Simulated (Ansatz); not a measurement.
# Σ11 (113) boundary in fcc Ag, starting shift (0.5, 0.5): structure and resistance, part 3 of 3

Aim: the relaxed structure and the specific resistance of the Σ11 (113) boundary in fcc Ag, starting shift (0.5, 0.5).

Ansatz 0.2.0; Ansatz plane-wave DFT, PBE, PAW files; relaxation of a bicrystal slab with its lowest layers held; PAW set soft_1 (the session's first sound run).

So far. Step 3 (Transmission across the boundary): Over the solved energies the transmission per spin lies between 1.45 and 1.46, out of 1.57 channels of the lead on average (up to 1.58). Step 4 (Specific resistance): Averaged over the energies near the Fermi level, 92.9 % of the channels pass, which makes 0.0873 fΩ m².

### 5. Single-crystal slab for reference

The free faces cost energy too. A single-crystal slab with the same faces and held layers is relaxed, so that they cancel.

This step: Ansatz plane-wave DFT, PBE, PAW files; relaxation of a single-crystal slab with its lowest layers held; PAW set soft_1 (Ansatz 0.2.0).

System of this step: Ag slab, plane (1, 1, 3). The cell holds 15 atoms: 15 Ag. Cell: a = 2.889 Å, b = 5.005 Å, c = 28.248 Å, α = 90.0°, β = 90.0°, γ = 73.2°. It derives from Ag. Vacuum lies along c.

Contents of input.yaml:

```yaml
crystal:
  lattice:
    - [2.8893797293, 0.0, 0.0]
    - [1.4446898646, 4.7914942194, 0.0]
    - [0.0, 0.0, 28.2484991868]
  atoms:
    - { symbol: Ag, position: [0.8181818181, 0.3636363636, 0.1770005538] }
    - { symbol: Ag, position: [0.5454545453, 0.9090909091, 0.2206147525] }
    - { symbol: Ag, position: [0.2727272726, 0.4545454545, 0.2642289512] }
    - { symbol: Ag, position: [0.9999999999, 1.0, 0.3078431499] }
    - { symbol: Ag, position: [0.7272727272, 0.5454545454, 0.3514573486] }
    - { symbol: Ag, position: [0.4545454545, 0.0909090909, 0.3950715472] }
    - { symbol: Ag, position: [0.1818181818, 0.6363636363, 0.4386857459] }
    - { symbol: Ag, position: [0.909090909, 0.1818181818, 0.4822999446] }
    - { symbol: Ag, position: [0.6363636363, 0.7272727273, 0.5259141433] }
    - { symbol: Ag, position: [0.3636363636, 0.2727272727, 0.569528342] }
    - { symbol: Ag, position: [0.0909090909, 0.8181818182, 0.6131425407] }
    - { symbol: Ag, position: [0.8181818182, 0.3636363636, 0.6567567394] }
    - { symbol: Ag, position: [0.5454545454, 0.9090909091, 0.7003709381] }
    - { symbol: Ag, position: [0.2727272727, 0.4545454545, 0.7439851368] }
    - { symbol: Ag, position: [0.0, 0.0, 0.7875993354] }
kpoints:
  mp_grid: { grid: [8, 8, 1] }
hamiltonian:
  xc: pbe
  pseudopotentials: { kind: paw, azcp: { folder: soft_1 } }
scf:
  occupations: { method: fermi_dirac, width: 0.1 }
relax:
  f_tol: 0.03
  max_steps: 80
  constraints: [{ sites: [0, 1, 2] }]
```

Started as:

```bash
> ansatz run input.yaml --threads 4 --pin off --max-ram 15360MiB --backend cpu --events-out ev --progress --plain --runs-dir out
```

Numbers of over 12 decimals in the logs are rounded to 6 here.

The program printed:

```text
Warning: crystal.symmetry: narrowed to the stabiliser of the relax constraints — unitary ops 4 → 2; lowered at sites 0, 1, 2, 12, 13, 14 (the operations that carried what is held of a site onto what its image site leaves free; the constrained walk keeps no symmetry that its constraints do not admit)
[...]
Crystal: 15 atoms, lattice volume = 391.085 Å³
Basis set: ecut = 420 eV, 7615 PW (Γ), exchange–correlation on 40×72×384 points (8 copies of the dense FFT grid, shifted against one another)
Bands: 171, of which v1, the nominal top of the filled ones, is band 143 counted from 1 (142 counted from 0)
Symmetry: 2 space group operations
k-points: 21 of 64 (time reversal used)
[...]
SCF iter   1: F=—  HF=-113860.969236 eV  |F-HF|=—  |Δ(HF+E_count)|=         —  Δρ=5.40e-2  dr2=1.30e1  ethr=3.10e-3  ⟨swp⟩=5.9  Hψ=12470  notcnv=0  defer=136
[...]
SCF iter   7: F=-113857.562440 eV  HF=-113857.562453 eV  |F-HF|=1.26e-5  |Δ(HF+E_count)|=   4.66e-5  Δρ=6.30e-5  dr2=1.65e-5  ethr=7.89e-9  ⟨swp⟩=4.9  Hψ=12317  notcnv=0
SCF 1 converged in 7 iterations: F = -113857.562440 eV  dr2 = 1.65e-5
[...]
relax step   1: F+E_penalty+E_count = -113857.56243999 eV  Δ(F+E_penalty+E_count) = +0.000e0 eV  max|allowed force component| = 3.377e-1 eV/Å  Δτ_max = 0.0000 Å  (7 SCF iters, dr2 threshold 2.25e-5 eV, accepted)
[...]
SCF iter   6: F=-113857.610503 eV  HF=-113857.610503 eV  |F-HF|=4.09e-8  |Δ(HF+E_count)|=   2.39e-7  Δρ=1.16e-5  dr2=4.37e-7  ethr=2.07e-9  ⟨swp⟩=5.0  Hψ=11999  notcnv=0
SCF 2 converged in 6 iterations: F = -113857.610503 eV  dr2 = 4.37e-7
relax step   2: F+E_penalty+E_count = -113857.61050286 eV  Δ(F+E_penalty+E_count) = -4.806e-2 eV  max|allowed force component| = 7.437e-2 eV/Å  Δτ_max = 0.1939 Å  (6 SCF iters, dr2 threshold 7.13e-6 eV, accepted)
SCF iter   1: F=—  HF=-113857.722320 eV  |F-HF|=—  |Δ(HF+E_count)|=         —  Δρ=7.25e-3  dr2=2.23e-1  ethr=6.74e-4  ⟨swp⟩=7.2  Hψ=9842  notcnv=0  defer=315
[...]
SCF iter   8: F=-113857.643797 eV  HF=-113857.643797 eV  |F-HF|=5.97e-9  |Δ(HF+E_count)|=   8.39e-8  Δρ=2.49e-6  dr2=2.61e-8  ethr=3.51e-11  ⟨swp⟩=4.8  Hψ=11481  notcnv=0
SCF 3 converged in 8 iterations: F = -113857.643797 eV  dr2 = 2.61e-8
[...]
relax step   3: F+E_penalty+E_count = -113857.64379663 eV  Δ(F+E_penalty+E_count) = -3.329e-2 eV  max|allowed force component| = 5.859e-2 eV/Å  Δτ_max = 0.1935 Å  (8 SCF iters, accepted)
[...]
relax step   4: F+E_penalty+E_count = -113857.65041138 eV  Δ(F+E_penalty+E_count) = -6.615e-3 eV  max|allowed force component| = 3.957e-2 eV/Å  Δτ_max = 0.1279 Å  (7 SCF iters, accepted)
[...]
relax step   5: F+E_penalty+E_count = -113857.65271736 eV  Δ(F+E_penalty+E_count) = -2.306e-3 eV  max|allowed force component| = 7.788e-3 eV/Å  Δτ_max = 0.0772 Å  (7 SCF iters, accepted)
[...]
relax step   6: F+E_penalty+E_count = -113857.65350500 eV  Δ(F+E_penalty+E_count) = -7.876e-4 eV  max|allowed force component| = 7.908e-3 eV/Å  Δτ_max = 0.0530 Å  (7 SCF iters, accepted)
SCF iter   1: F=—  HF=-113857.656530 eV  |F-HF|=—  |Δ(HF+E_count)|=         —  Δρ=1.36e-3  dr2=8.41e-3  ethr=3.24e-5  ⟨swp⟩=3.7  Hψ=7001  notcnv=0  defer=320
[...]
SCF iter   6: F=-113857.653758 eV  HF=-113857.653758 eV  |F-HF|=9.58e-9  |Δ(HF+E_count)|=   1.08e-6  Δρ=2.61e-6  dr2=3.10e-8  ethr=3.51e-11  ⟨swp⟩=3.2  Hψ=14481  notcnv=0
SCF 7 converged in 6 iterations: F = -113857.653758 eV  dr2 = 3.10e-8
relax step   7: F+E_penalty+E_count = -113857.65375818 eV  Δ(F+E_penalty+E_count) = -2.532e-4 eV  max|allowed force component| = 5.540e-3 eV/Å  Δτ_max = 0.0344 Å  (6 SCF iters, accepted)
SCF converged after 6 iterations
Free energy (F): -113857.653758 eV
[...]
Internal energy: -113857.506518 eV  (E = F + TS)
E sigma→0 (E₀):  -113857.580138 eV
Entropy (-TS):   -0.147240 eV (-9.816 meV/atom)
Fermi energy:    9.852198 eV
[...]
--- Forces (eV/Å), atoms counted from 1 ---
  atom   1  Ag    -0.00000000     0.02219667     0.10383627
  atom   2  Ag    -0.00000000     0.01374637    -0.18147601
  atom   3  Ag     0.00000000    -0.03470181     0.08246540
  atom   4  Ag    -0.00000000     0.00022167    -0.00004846
  atom   5  Ag     0.00000000    -0.00008116     0.00081854
  atom   6  Ag    -0.00000000     0.00000134     0.00063741
  atom   7  Ag     0.00000000    -0.00004448     0.00000832
  atom   8  Ag     0.00000000    -0.00008487    -0.00005903
  atom   9  Ag     0.00000000    -0.00011768    -0.00079795
  atom  10  Ag     0.00000000    -0.00025687    -0.00085709
  atom  11  Ag     0.00000000    -0.00009337    -0.00168049
  atom  12  Ag     0.00000000    -0.00027375     0.00045251
  atom  13  Ag    -0.00000000     0.00070868    -0.00032433
  atom  14  Ag     0.00000000    -0.00064719    -0.00554035
  atom  15  Ag     0.00000000    -0.00035195     0.00262340
  max |Σ_I F_I| component: 2.22e-4 eV/Å
--- Relaxed structure (7 steps of the walk, 7 accepted, 0 SCFs on fresh bases) ---
  F+E_penalty+E_count = -113857.65375818 eV   max|allowed force component| = 5.540e-3 eV/Å
  atoms:
    - { symbol: Ag, position: [0.818182, 0.3636363636, 0.177001] }
    - { symbol: Ag, position: [0.545455, 0.909091, 0.220615] }
    - { symbol: Ag, position: [0.272727, 0.454545, 0.264229] }
    - { symbol: Ag, position: [1.003697, 0.992606, 0.310639] }
    - { symbol: Ag, position: [0.734472, 0.531056, 0.354647] }
    - { symbol: Ag, position: [0.464116, 0.071767, 0.400220] }
    - { symbol: Ag, position: [0.193675, 0.612649, 0.444951] }
    - { symbol: Ag, position: [0.922712, 0.154576, 0.490176] }
    - { symbol: Ag, position: [0.651828, 0.696343, 0.535215] }
    - { symbol: Ag, position: [0.381341, 0.237317, 0.580197] }
    - { symbol: Ag, position: [0.111197, 0.777607, 0.625338] }
    - { symbol: Ag, position: [0.841653, 0.316694, 0.670135] }
    - { symbol: Ag, position: [0.573028, 0.853943, 0.714981] }
    - { symbol: Ag, position: [0.300495, 0.399010, 0.761743] }
    - { symbol: Ag, position: [0.029674, -0.059349, 0.801824] }
```

The job ended after 4.6 min (4 threads of Arm Neoverse V1, shared host; peak memory 2 GiB; 18 min of CPU time).

Step by step:

```csv
step,energy less that of the first step (eV),largest force component (eV/Å)
1,0.0000,0.3377
2,-0.0481,0.0744
3,-0.0814,0.0586
4,-0.0880,0.0396
5,-0.0903,0.0078
6,-0.0911,0.0079
7,-0.0913,0.0055
```

The atoms that moved most (Å):

```
atom     dx      dy     dz  length
Ag14  0.000  -0.266  0.502   0.568
Ag15  0.000  -0.284  0.402   0.492
Ag13  0.000  -0.264  0.413   0.490
Ag12  0.000  -0.225  0.378   0.440
Ag11  0.000  -0.194  0.345   0.396
Ag10  0.000  -0.170  0.301   0.346
 Ag9  0.000  -0.148  0.263   0.302
 Ag8  0.000  -0.131  0.222   0.258
```

The relaxed structure:

```cif
data_structure
_symmetry_space_group_name_H-M 'P 1'
_symmetry_Int_Tables_number 1
_cell_length_a 2.8894
_cell_length_b 5.0046
_cell_length_c 28.2485
_cell_angle_alpha 90.000
_cell_angle_beta 90.000
_cell_angle_gamma 73.221
_cell_volume 391.08
loop_
_atom_site_label
_atom_site_type_symbol
_atom_site_fract_x
_atom_site_fract_y
_atom_site_fract_z
_atom_site_occupancy
Ag1 Ag 0.81818 0.36364 0.17700 1
Ag2 Ag 0.54545 0.90909 0.22061 1
Ag3 Ag 0.27273 0.45455 0.26423 1
Ag4 Ag 0.00370 0.99261 0.31064 1
Ag5 Ag 0.73447 0.53106 0.35465 1
Ag6 Ag 0.46412 0.07177 0.40022 1
Ag7 Ag 0.19368 0.61265 0.44495 1
Ag8 Ag 0.92271 0.15458 0.49018 1
Ag9 Ag 0.65183 0.69634 0.53521 1
Ag10 Ag 0.38134 0.23732 0.58020 1
Ag11 Ag 0.11120 0.77761 0.62534 1
Ag12 Ag 0.84165 0.31669 0.67013 1
Ag13 Ag 0.57303 0.85394 0.71498 1
Ag14 Ag 0.30050 0.39901 0.76174 1
Ag15 Ag 0.02967 0.94065 0.80182 1
```

Numbers from this step:

| Quantity | Value |
| --- | --- |
| free energy | -113857.6538 eV |
| energy at zero smearing | -113857.5801 eV |
| Fermi energy | 9.852 eV |

The largest force component on a free atom ends at 0.0055 eV/Å, under the tolerance of 0.03, after 7 steps.

### 6. Bulk reference

The perfect crystal gives the energy per atom, for the atoms by which bicrystal and slab differ.

This step: Ansatz plane-wave DFT, PBE, PAW files; bulk reference; PAW set soft_1 (Ansatz 0.2.0).

System of this step: Ag. Symmetry: Fm-3m, No. 225, cubic system. Conventional cell: a = 4.086 Å, b = 4.086 Å, c = 4.086 Å, α = 90.00°, β = 90.00°, γ = 90.00°. Nearest to Ag lie 12 Ag at 2.89 Å.

input.yaml, the sections that differ from step 5:

```yaml
crystal:
  lattice:
    - [0.0, 2.0431, 2.0431]
    - [2.0431, 0.0, 2.0431]
    - [2.0431, 2.0431, 0.0]
  atoms:
    - { symbol: Ag, position: [0.0, 0.0, 0.0] }
kpoints:
  mp_grid: { grid: [18, 18, 18] }
# hamiltonian, scf: as in step 5
# relax: removed
```

The program printed:

```text
[...]
Crystal: 1 atoms, lattice volume = 17.057 Å³
Basis set: ecut = 420 eV, 331 PW (Γ)
Bands: 14, of which v1, the nominal top of the filled ones, is band 10 counted from 1 (9 counted from 0)
Symmetry: 48 space group operations
[...]
k-points: 195 of 5832
[...]
SCF iter   1: F=—  HF=-7590.851917 eV  |F-HF|=—  |Δ(HF+E_count)|=         —  Δρ=6.99e-2  dr2=8.91e-1  ethr=3.10e-3  ⟨swp⟩=4.8  Hψ=13598  notcnv=0
[...]
SCF iter   6: F=-7590.609256 eV  HF=-7590.609256 eV  |F-HF|=2.22e-9  |Δ(HF+E_count)|=   1.52e-7  Δρ=5.85e-6  dr2=5.76e-9  ethr=4.40e-10  ⟨swp⟩=1.0  Hψ=7318  notcnv=0
SCF 1 converged in 6 iterations: F = -7590.609256 eV  dr2 = 5.76e-9
[...]
SCF converged after 6 iterations
Free energy (F): -7590.609256 eV
[...]
Internal energy: -7590.601829 eV  (E = F + TS)
E sigma→0 (E₀):  -7590.605543 eV
Entropy (-TS):   -0.007428 eV (-7.428 meV/atom)
Fermi energy:    17.239152 eV
[...]
```

Wall time 0.69 s (4 threads); peak memory 0.28 GiB.

Numbers from this step:

```
free energy             : -7590.6093 eV
energy at zero smearing : -7590.6055 eV
Fermi energy            : 17.24 eV
```

### 7. Boundary energy

This step: Ansatz plane-wave DFT, PBE, PAW files; bicrystal less single-crystal slab less bulk atoms, a boundary area; PAW set soft_1 (Ansatz 0.2.0).

This step gave:

```
excess energy of the cell : 0.1181 eV
boundary energy           : 0.1366 J/m²
```

The boundary costs 0.14 J/m².

By hand: 0.118 eV / 13.84 Å² × 16.02 = 0.137 J/m².

### 8. Results

| Property | Result |
| --- | --- |
| specific resistance of the boundary | 0.0873 fΩ m² |
| share of channels that pass | 0.929 |
| boundary energy | 0.137 J/m² |

**Reading.** The boundary has a specific resistance of 0.087 fΩ m² and an energy of 0.14 J/m². The boundary reflects 7.1 % of the channels; 0.087 fΩ m² is 0.87×10⁻¹² Ω·cm². That equals the resistance of 5.4 nm of bulk Ag at 300 K (measured 1.629 µΩ cm, CRC Handbook of Chemistry and Physics, 84th ed., 2003, Electrical Resistivity of Pure Metals). In the relaxation the upper grain slid sideways by about 0.6 Å, so the result belongs to the position that it found, not to the starting one. One starting structure was relaxed; another shift or atom count at the boundary may lie lower.

[Logs are printed without paths, hosts, clocks, repeated set-up lines and the standing remarks that a program may print on its own settings, such as how far it seeks lower states.]

[Hosts, paths, dates, database ids (printed as entryN), source tags and the programs' standing remarks are cut or masked in the printed files.]
